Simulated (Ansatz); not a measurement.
# Work function of Ca(111): what the settings cost and change, part 2 of 2

Aim: the work function of Ca(111) across levels of theory at one geometry.

Ansatz 0.2.0; plane-wave DFT, PBE, Ansatz PAW (the session's first sound run).

So far, work function, upper face (eV): step 2 (run, setting PBE, Ansatz PAW (420 eV)) 2.99; step 5 (RPBE) 2.94; step 6 (r2SCAN) 3.07; step 7 (PBE JTH) 3.00; step 8 (PBE norm-conserving) 2.99.

### Step 9. Run

This step: plane-wave DFT, LDA, norm-conserving (Ansatz 0.2.0).

The input, input.yaml:

```yaml
crystal:
  lattice:
    - [3.945655839, 0.0, 0.0]
    - [1.9728279195, 3.4170381912, 0.0]
    - [0.0, 0.0, 37.3296870125]
  atoms:
    - { symbol: Ca, position: [0.0, 0.0, 0.2410949762] }
    - { symbol: Ca, position: [0.3333333333, 0.3333333333, 0.3273966508] }
    - { symbol: Ca, position: [0.6666666667, 0.6666666667, 0.4136983254] }
    - { symbol: Ca, position: [0.0, 0.0, 0.5] }
    - { symbol: Ca, position: [0.3333333333, 0.3333333333, 0.5863016746] }
    - { symbol: Ca, position: [0.6666666667, 0.6666666667, 0.6726033492] }
    - { symbol: Ca, position: [0.0, 0.0, 0.7589050238] }
kpoints:
  mp_grid: { grid: [12, 12, 1] }
hamiltonian:
  xc: lda
  pseudopotentials: { kind: nc }
scf:
  occupations: { method: fermi_dirac, width: 0.1 }
  convergence: { dr2_threshold: 1.0e-09 }
efield:
  axis: 3
  dipole_correction: true
  ramp_position: 0.97
  ramp_width: 0.06
output:
  write_potential: true
  write_density: true
  volumetric_format: npy
```

The run is started by

```console
$ ansatz run input.yaml --threads 2 --pin off --max-ram 3072MiB --backend cpu --events-out ev --progress --plain --runs-dir out
```

Numbers of over 12 decimals in the logs are rounded to 6 here.

Output:

```text
[...]
Crystal: 7 atoms, lattice volume = 503.296 Å³
Basis set: ecut = 979.609905 eV, 34901 PW (Γ)
Bands: 42, of which v1, the nominal top of the filled ones, is band 35 counted from 1 (34 counted from 0)
Symmetry: 6 space group operations
k-points: 19 of 144 (time reversal used)
[...]
k-point 1: bands = [... 31 lower, -1.2337, -0.7076, -0.1277, 0.4248, 1.5806, 1.8614, 2.2036, 2.5115, ... 10 higher]
  k-point 2: bands = [... 31 lower, -0.9470, -0.4285, 0.1454, 0.7007, 1.6296, 1.9519, 2.2879, 2.5591, ... 10 higher]
  k-point 18: bands = [... 31 lower, 1.5504, 1.5504, 1.5936, 1.7048, 1.7048, 1.8142, 1.9412, 1.9412, ... 10 higher]
[key lines of the parts left out:]
SCF converged after 12 iterations
Free energy (F): -7365.621356 eV
Fermi energy:    1.646385 eV
Dipole field:    D = -0.000001 V/Å  (p = -0.000002 e·Å, saw-weighted, corrected)
Work function:   Φ+ = 3.0903 eV   Φ− = 3.0902 eV
```

It took 6.1 min on 2 threads of Arm Neoverse N1, shared host; peak memory 2.2 GiB; 10 min of CPU time.

The work function is 3.090 eV, +0.096 eV from the run “PBE, Ansatz PAW (420 eV)”, at 4.4 times its CPU time.

### Step 10. Run, setting PBE, all layers relaxed

This step: plane-wave DFT, PBE, Ansatz PAW (Ansatz 0.2.0).

Changes to input.yaml since step 9:

```diff
@@ -16,4 +16,3 @@
 hamiltonian:
-  xc: lda
-  pseudopotentials: { kind: nc }
+  xc: pbe
 scf:
@@ -26,2 +25,5 @@
   ramp_width: 0.06
+relax:
+  f_tol: 0.01
+  max_steps: 40
 output:
```

Output:

```text
[...]
Crystal: 7 atoms, lattice volume = 503.296 Å³
Basis set: ecut = 420 eV, 9977 PW (Γ), exchange–correlation on 54×54×500 points (8 copies of the dense FFT grid, shifted against one another)
Bands: 42, of which v1, the nominal top of the filled ones, is band 35 counted from 1 (34 counted from 0)
Symmetry: 6 space group operations
[...]
atoms:
    - { symbol: Ca, position: [0, 0, 0.246687] }
    - { symbol: Ca, position: [0.333333, 0.333333, 0.329760] }
    - { symbol: Ca, position: [0.666667, 0.666667, 0.414835] }
    - { symbol: Ca, position: [0, 0, 0.500000] }
    - { symbol: Ca, position: [0.333333, 0.333333, 0.585165] }
    - { symbol: Ca, position: [0.666667, 0.666667, 0.670240] }
    - { symbol: Ca, position: [0, 0, 0.753313] }
[key lines of the parts left out:]
SCF converged after 7 iterations
Free energy (F): -12717.401588 eV
Fermi energy:    1.776245 eV
Dipole field:    D = 0.000000 V/Å  (p = 0.000000 e·Å, saw-weighted, corrected)
Work function:   Φ+ = 2.9511 eV   Φ− = 2.9511 eV
```

Elapsed: 3.3 min, on 2 threads; peak memory 0.79 GiB.

The relaxation took 4 steps and lowered the energy by 0.016 eV; the largest force on the free atoms ends at 0.0032 eV/Å.

The work function is 2.951 eV, -0.044 eV from the run “PBE, Ansatz PAW (420 eV)”, at 2.3 times its CPU time.

### Step 11. Comparing the runs

Times are for 2 threads of Arm Neoverse N1, shared host. Results by setting:

| no. | setting | work function, upper face (eV) | time | memory (GiB) |
| --- | --- | --- | --- | --- |
| 1 | PBE, Ansatz PAW (420 eV) | 2.995 | 80 s | 0.87 |
| 2 | LDA, Ansatz PAW (420 eV) | 3.091 | 83 s | 0.84 |
| 3 | PBEsol, Ansatz PAW (420 eV) | 3.029 | 83 s | 0.86 |
| 4 | RPBE, Ansatz PAW (420 eV) | 2.935 | 81 s | 0.87 |
| 5 | r2SCAN, Ansatz PAW (500 eV) | 3.069 | 3 min | 1.7 |
| 6 | PBE, JTH PAW (870 eV) | 2.995 | 4.2 min | 2.1 |
| 7 | PBE, norm-conserving (925 eV) | 2.995 | 5.5 min | 2.0 |
| 8 | LDA, norm-conserving (980 eV) | 3.090 | 6.1 min | 2.2 |
| 9 | PBE, all layers relaxed | 2.951 | 3.3 min | 0.79 |

### Step 12. Varying the input

An input spoilt on purpose, to show how the run answers: it repeats the earlier run “PBE, Ansatz PAW (420 eV)” with kpoints.mp_grid.grid from [12, 12, 1] to [1, 1, 1], and scf.max_iter set to 80; its output block differs too.

Changes to input.yaml since step 10:

```diff
@@ -14,3 +14,3 @@
 kpoints:
-  mp_grid: { grid: [12, 12, 1] }
+  mp_grid: { grid: [1, 1, 1] }
 hamiltonian:
@@ -20,2 +20,3 @@
   convergence: { dr2_threshold: 1.0e-09 }
+  max_iter: 80
 efield:
@@ -25,5 +26,2 @@
   ramp_width: 0.06
-relax:
-  f_tol: 0.01
-  max_steps: 40
 output:
```

Output:

```text
[...]
Crystal: 7 atoms, lattice volume = 503.296 Å³
Basis set: ecut = 420 eV, 9977 PW (Γ)
Bands: 42, of which v1, the nominal top of the filled ones, is band 35 counted from 1 (34 counted from 0)
Symmetry: 6 space group operations
k-points: 1
[...]
SCF iter   1: F=—  HF=-12737.235165 eV  |F-HF|=—  |Δ(HF+E_count)|=         —  Δρ=8.40e-3  dr2=4.02e0  ethr=1.77e-3  p=0.000 e·Å  D=6.89e-14 V/Å  ΔV_dip=-0.00 eV  dr2_dipole=9.34e-9  V_vac-E_F(+/−)=3.52/3.52 eV  ⟨swp⟩=15.0  Hψ=201  notcnv=0
[...]
SCF iter  18: F=-12736.913280 eV  HF=-12736.913280 eV  |F-HF|=2.60e-10  |Δ(HF+E_count)|=  7.28e-11  Δρ=1.26e-7  dr2=2.73e-10  ethr=1.43e-12  p=-0.000 e·Å  D=-2.53e-8 V/Å  ΔV_dip=0.00 eV  dr2_dipole=9.51e-12  V_vac-E_F(+/−)=4.00/4.00 eV  ⟨swp⟩=7.0  Hψ=127  notcnv=0
SCF 1 converged in 18 iterations: F = -12736.913280 eV  dr2 = 2.73e-10
[...]
SCF converged after 18 iterations
Free energy (F): -12736.913280 eV
[...]
Internal energy: -12736.904777 eV  (E = F + TS)
E sigma→0 (E₀):  -12736.909029 eV
Entropy (-TS):   -0.008503 eV (-1.215 meV/atom)
Fermi energy:    0.927593 eV
Dipole field:    D = 0.000003 V/Å  (p = 0.000007 e·Å, saw-weighted, corrected)
Work function:   Φ+ = 4.0041 eV   Φ− = 4.0042 eV
[...]
--- Band table (eV) ---
  k-point 0: bands = [... 31 lower, -1.3202, -0.7563, -0.1638, 0.3499, 1.5067, 1.8979, 2.2669, 2.5831, ... 3 higher]
```

Run time: 9.5 s. Hardware: 2 threads; peak memory 0.39 GiB.

The fault (one k-point for a small cell) makes this run a check alone; its numbers are not taken further.

### Step 13. Summary of results

| Property | Result |
| --- | --- |
| work function, PBE, Ansatz PAW (420 eV) | 2.995 eV |
| work function, LDA, Ansatz PAW (420 eV) | 3.091 eV |
| work function, RPBE, Ansatz PAW (420 eV) | 2.935 eV |
| work function, r2SCAN, Ansatz PAW (500 eV) | 3.069 eV |
| work function, PBE, all layers relaxed | 2.951 eV |

In words: PBE on the default files gives 2.99 eV, and the settings tried spread the value from 2.94 to 3.09 eV. At one geometry LDA lies 0.10 eV above PBE. The choice of pseudopotentials moves the PBE value by 0.001 eV. Relaxing the layers changes it by -0.044 eV. The ladder's slabs use the tabulated experimental lattice constant (two decimals; a low-temperature value for the alkali metals).

[Logs are printed without paths, hosts, clocks, repeated set-up lines and the standing remarks that a program may print on its own settings, such as how far it seeks lower states.]

[Hosts, paths, dates, database ids (printed as entryN), source tags and the programs' standing remarks are cut or masked in the printed files.]

[Maps of the electrostatic potential energy from Ansatz leave out the sawtooth potential of an applied field or a dipole correction, so their vacuum need not be flat; planar profiles and work functions include it.]
